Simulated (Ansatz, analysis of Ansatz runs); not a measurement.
# B-H pair in alpha-quartz: local vibrational mode, r2SCAN, part 2 of 2

How near does this set-up come to the measured local vibrational mode? Subject: B-H pair in alpha-quartz. Set-up: r2SCAN, 72-site cell, r2SCAN lattice, 500 eV, k: the single point 1/4 1/4 1/4, anharmonic cut along the mode. The model is a cell of 72 host atoms with B put on another atom's site and H put in between. The frequencies come from force constants among the defect atom and its neighbours, with the masses of the isotopes named. A meta-GGA costs about twice a GGA and mends lattice constants and part of the gap.

Ansatz 0.2.0; r2SCAN, 72-site cell, r2SCAN lattice, 500 eV, k: the single point 1/4 1/4 1/4, anharmonic cut along the mode.

So far: The structure; Relaxation, charge 0.

### Step 2. Relaxation, charge 0 (continued)

Level of this step: plane-wave PAW DFT, r2SCAN; relaxation of all atoms of a defect supercell (Ansatz).

Relaxation path:

```csv
step,energy less that of the first step (eV),largest force component (eV/Å)
1,0.0000,7.8599
2,-2.7600,3.5804
3,-3.7655,1.9896
4,-4.0590,0.6381
5,-4.1388,0.4772
6,-4.2326,0.6612
7,-4.3476,1.2128
8,-4.4861,0.9521
9,-4.5885,0.5404
10,-4.6127,0.7011
11,-4.6551,0.1873
12,-4.6467,0.4300
13,-4.6637,0.1461
14,-4.6659,0.0471
15,-4.6656,0.2134
16,-4.6665,0.0108
17,-4.6666,0.0031
```

Relaxation steps 12, 15 were tried and not accepted.

The atoms that moved most (Å, from the sites as typed, ahead of the random displacement, the mean shift of all atoms taken out):

```csv
atom,dx,dy,dz,length
H73,-0.962,-1.108,-0.282,1.494
O16,0.036,0.228,-0.026,0.233
O4,-0.201,-0.019,0.079,0.217
O26,0.088,-0.195,-0.003,0.213
O15,-0.177,0.096,0.039,0.206
O31,0.120,0.126,-0.062,0.184
O63,0.166,0.053,-0.051,0.182
O52,-0.149,0.050,-0.091,0.182
```

The atoms nearest to the centre after the run:

```csv
atom,distance (Å)
B12,1.037
O4,1.390
O15,1.730
O16,1.757
O9,1.770
H73,1.798
Si1,2.726
Si19,3.002
```

Neighbours of the added atoms: H73: O4 0.97, Si1 2.21, O63 2.21 Å.

Read from the output:

| Quantity | Value |
| --- | --- |
| free energy | -42254.0613 eV |

The relaxation ends 64 meV an atom lower than the displaced start, with a largest force component of 0.0031 eV/Å.

### Step 3. Local vibrational modes

A local mode lives on the defect and the atoms next to it, so only the sites listed in the input are displaced, which costs far fewer SCF runs than the whole cell would.

This step: plane-wave PAW DFT, r2SCAN; finite-displacement force constants among the atoms nearest to a defect, the others at rest.

The input, modes/input.yaml:

```yaml
crystal:
  lattice:
    - [9.8440549, 0.0, 0.0]
    - [-4.92202745, 8.52520162, 0.0]
    - [0.0, 0.0, 10.83028533]
  atoms:
    - { symbol: Si, position: [0.225714596, -0.0116271, 0.331200439] }
    - { symbol: Si, position: [0.00182991, 0.240534074, 0.169310169] }
[... 1 atom line left out ...]
    - { symbol: O, position: [0.175904667, 0.112123695, 0.383016955] }
[... 3 atom lines left out ...]
    - { symbol: O, position: [0.077885336, 0.362178691, 0.282853035] }
    - { symbol: O, position: [0.301683346, 0.428499327, 0.451954585] }
[... 1 atom line left out ...]
    - { symbol: Si, position: [0.009335357, 0.247250233, 0.667135086] }
    - { symbol: B, position: [0.286319558, 0.318130357, 0.536289985] }
[... 2 atom lines left out ...]
    - { symbol: O, position: [0.415299199, 0.304814349, 0.562573452] }
    - { symbol: O, position: [0.151334164, 0.233604023, 0.605269107] }
[... 2 atom lines left out ...]
    - { symbol: Si, position: [0.240829223, 0.495566075, 0.342700786] }
[... 7 atom lines left out ...]
    - { symbol: O, position: [0.292279426, 0.926084436, 0.440700396] }
[... 19 atom lines left out ...]
    - { symbol: Si, position: [0.490072285, 0.240232121, 0.663683142] }
[... 25 atom lines left out ...]
    - { symbol: H, position: [0.070738967, 0.06431716, 0.415941702] }
basis:
  ecutwfc: 500
  xc_grid: 2
hamiltonian:
  xc: r2scan
kpoints:
  mp_grid: { grid: [1, 1, 1], shift: [0.25, 0.25, 0.25] }
scf:
  occupations: { method: fermi_dirac, width: 0.01 }
  max_iter: 120
output: {}
checkpoint:
  read: "../relax.run"
phonons:
  supercell: [1, 1, 1]
  displaced_sites: [0, 3, 15, 62, 72]
```

On the command line:

```
> ansatz run input.yaml --threads 4 --pin off --max-ram 7536MiB --backend cpu --events-out ev --progress --plain --runs-dir out
```

Numbers of over 12 decimals in the logs are rounded to 6 here.

What it wrote:

```text
[...]
Warning: basis.xc_grid 2: finite-displacement phonons take 5 at the least, and a number is run as typed, so the frequencies can be off [figures from the program's tests cut]
[...]
Crystal: 73 atoms, lattice volume = 908.905 Å³
Basis set: ecut = 500 eV, 23025 PW (Γ), exchange–correlation on 144×144×160 points (8 copies of the dense FFT grid, shifted against one another)
Bands: 265, of which v1, the nominal top of the filled ones, is band 192 counted from 1 (191 counted from 0)
Symmetry: 1 space group operations
k-points: 1
[...]
Stability of the state it starts from, as read at its close in the unpolarized treatment: not read negative (Ritz values of 1 − χ₀K, real part plus size of imaginary part, from 0.95 to 1.1, by its mixing steps under no symmetry)
[...]
symmetry images taken by strict's conditions (phonons.symmetry_images: auto; settled by no image being taken that strict refuses)
  force constants formed among 5 of 73 sites (Si 0, O 3, O 15, O 62, H 72); the other 68 at rest. The modes move the named sites alone.
  the frequencies, the zero-point energy and the sums are of the block with the acoustic sum rule laid on its rows. Row sums over every site: 4.0e-2 eV/Å² at the most
  transpose residual: 5.9e-4 eV/Å²
  largest component of a force at the reference: 3.0e-3 eV/Å on a named site, 3.0e-3 eV/Å on a site at rest
  frequencies among the named sites at Γ of the cell (cm⁻¹): 235.32 269.89 312.09 331.14 398.49 419.69 466.65 481.69 677.32 685.41 921.21 969.80 1000.46 1016.46 3736.72
  unstable modes among the named sites: 0
  frequencies as built, with no sum rule (cm⁻¹): 235.59 269.04 311.97 331.19 398.36 419.17 466.48 481.91 677.30 685.21 921.09 969.70 1000.40 1016.49 3736.02
  zero-point energy: 0.739090 eV/cell   skipped modes (ω ≤ 0): 0
  not written: the harmonic force-constant file, the file of eigenvectors (these modes' are written with the force constants), the density of states and the dispersion, which are of every site
[key lines of the parts left out:]
SCF converged after 2 iterations
Free energy (F): -42254.061332 eV
Fermi energy:    5.701332 eV
```

Run time: 4.9 min. Hardware: 4 threads of Intel Xeon 6975P-C (Granite Rapids), shared host; peak memory 2.2 GiB.

In the SCF lines HF is the Harris–Foulkes energy and dr2 the Hartree energy of the density residual, in eV; the loop may stop once dr2 is under the threshold and the program's other checks hold. Hψ counts applications of the Hamiltonian.

This step gave:

```
free energy : -42254.0613 eV
```

The modes with the largest weight on the probed atoms (the light atom of a pair), for the masses of each isotope. Modes of the displaced atoms (local only where they lie over the host's phonons):

```csv
isotopes,mode (cm⁻¹),share of the defect atoms
H,3737,0.942
H,1000,0.661
H,419.7,0.67
D,2720,0.887
D,771.7,0.436
D,248,0.383
```

### Step 4. Point 1 along the mode

A light atom samples the curved part of its well, so the energy is mapped along the mode and the one-dimensional Schrödinger equation solved on it.

This step: plane-wave PAW DFT, r2SCAN; single point of a defect supercell.

The input, cut0/input.yaml:

```yaml
crystal:
  lattice:
    - [9.8440549, 0.0, 0.0]
    - [-4.92202745, 8.52520162, 0.0]
    - [0.0, 0.0, 10.83028533]
  atoms:
    - { symbol: Si, position: [0.225693179, -0.011632705, 0.33120911] }
    - { symbol: Si, position: [0.00182991, 0.240534074, 0.169310169] }
[... 1 atom line left out ...]
    - { symbol: O, position: [0.174045303, 0.111357986, 0.383616703] }
[... 3 atom lines left out ...]
    - { symbol: O, position: [0.077885336, 0.362178691, 0.282853035] }
    - { symbol: O, position: [0.301683346, 0.428499327, 0.451954585] }
[... 1 atom line left out ...]
    - { symbol: Si, position: [0.009335357, 0.247250233, 0.667135086] }
    - { symbol: B, position: [0.286319558, 0.318130357, 0.536289985] }
[... 2 atom lines left out ...]
    - { symbol: O, position: [0.415299199, 0.304814349, 0.562573452] }
    - { symbol: O, position: [0.151321785, 0.233600622, 0.605276182] }
[... 2 atom lines left out ...]
    - { symbol: Si, position: [0.240829223, 0.495566075, 0.342700786] }
[... 7 atom lines left out ...]
    - { symbol: O, position: [0.292279426, 0.926084436, 0.440700396] }
[... 19 atom lines left out ...]
    - { symbol: Si, position: [0.490072285, 0.240232121, 0.663683142] }
[... 25 atom lines left out ...]
    - { symbol: H, position: [0.100578956, 0.077112818, 0.406385597] }
basis:
  ecutwfc: 500
  xc_grid: 2
hamiltonian:
  xc: r2scan
kpoints:
  mp_grid: { grid: [1, 1, 1], shift: [0.25, 0.25, 0.25] }
scf:
  occupations: { method: fermi_dirac, width: 0.01 }
  max_iter: 120
output:
  forces: true
checkpoint:
  read: "../relax.run"
```

What it wrote:

```text
[...]
Warning: checkpoint.read: the run can stay near the saved state's solution: 5 site(s) moved relative to the saved geometry (max |Δs| = 2.984e-2 fractional); [...]
[...]
Crystal: 73 atoms, lattice volume = 908.905 Å³
Basis set: ecut = 500 eV, 23025 PW (Γ), exchange–correlation on 144×144×160 points (8 copies of the dense FFT grid, shifted against one another)
Bands: 265, of which v1, the nominal top of the filled ones, is band 192 counted from 1 (191 counted from 0)
Symmetry: 1 space group operations
[...]
k-points: 1
[...]
SCF iter   4: F=—  HF=-42249.459639 eV  |F-HF|=—  |Δ(HF+E_count)|=   2.17e-4  Δρ=2.39e-4  dr2=3.12e-4  dr2_τ=5.63e-5  ethr=3.56e-6  ⟨swp⟩=2.0  Hψ=392  notcnv=0  defer=26
[...]
SCF converged after 8 iterations
Free energy (F): -42249.460494 eV
[...]
Internal energy: -42249.460494 eV  (E = F + TS)
E sigma→0 (E₀):  -42249.460494 eV
Fermi energy:    5.706921 eV
[...]
--- Forces (eV/Å), atoms counted from 1 ---
  atom   1  Si     0.21020487     0.12432137    -0.10527940
  atom   2  Si    -0.05681386    -0.03341185     0.00956883
  [... 1 atom left out ...]
  atom   4  O     38.36877431    19.23165906   -17.07095704
  [... 4 atoms left out ...]
  atom   9  O      0.01060730    -0.02390721    -0.00964835
  [... 2 atoms left out ...]
  atom  12  B     -0.05046093     0.05809653     0.10492241
  [... 2 atoms left out ...]
  atom  15  O     -0.01619770    -0.02132740    -0.03599239
  atom  16  O      0.07534600     0.02290726    -0.05314068
  [... 2 atoms left out ...]
  atom  19  Si    -0.00610584     0.01368963    -0.01321282
  [... 7 atoms left out ...]
  atom  27  O     -0.10861264     0.10208703    -0.05291922
  [... 19 atoms left out ...]
  atom  47  Si     0.03054332     0.00393004     0.01930292
  [... 25 atoms left out ...]
  atom  73  H    -38.38088220   -19.56776738    17.07320928
  max |Σ_I F_I| component: 2.25e-3 eV/Å
```

Run time: 12 s. Hardware: 4 threads; peak memory 2.1 GiB; 42 s of CPU time.

This step gave:

- free energy: -42249.4605 eV

The other runs of this kind differ in structure, charge or spin alone:

```csv
run,outcome,energy less the first (eV),moment (μB),time
point 1 along the mode,converged,0.0000,0.00,12 s
point 2 along the mode,converged,-2.6525,0.00,12 s
point 3 along the mode,converged,-3.8514,0.00,12 s
point 4 along the mode,converged,-4.4454,0.00,13 s
point 5 along the mode,converged,-4.4908,0.00,13 s
point 6 along the mode,converged,-4.2257,0.00,13 s
point 7 along the mode,converged,-3.9032,0.00,12 s
point 8 along the mode,converged,-3.4976,0.00,12 s
point 9 along the mode,converged,-3.0883,0.00,12 s
```

### Step 5. Anharmonic fundamental

Analysis of the runs above: one-dimensional Schroedinger equation on a polynomial through r2SCAN energies along the local mode.

It gives:

- stretch: 3562 cm⁻¹
- stretch harmonic: 3737 cm⁻¹

The energy by normal coordinate:

```csv
normal coordinate (amu½ Å),energy (eV)
-0.285,4.60
-0.209,1.95
-0.142,0.749
-0.071,0.155
0.000,0
0.071,0.110
0.142,0.375
0.209,0.698
0.285,1.10
0.361,1.51
```

### Step 6. Summary of results

```
distance from the defect atom to its nearest neighbour : 0.966 Å
O-H stretch, 1H                                        : 3562 cm⁻¹
time of the whole chain                                : 10 min on 4 threads
```

In words: O-H stretch, 1H: computed 3562 cm⁻¹, measured 3595 cm⁻¹; 33 cm⁻¹ (1 %) below the measurement. The anharmonic cut moves the O-H stretch, 1H from 3737 to 3562 cm⁻¹; a straight cut leaves out the coupling to the other modes. Only the named neighbours move, so modes near the host's band are approximate.

[Logs are printed without paths, hosts, clocks, repeated set-up lines and the standing remarks that a program may print on its own settings, such as how far it seeks lower states.]

[Hosts, paths, dates, database ids (printed as entryN), source tags and the programs' standing remarks are cut or masked in the printed files.]

[For some hosts the program warned that the k-mesh of the response run may be too coarse for force constants and the static dielectric constant; such warnings are not shown here.]
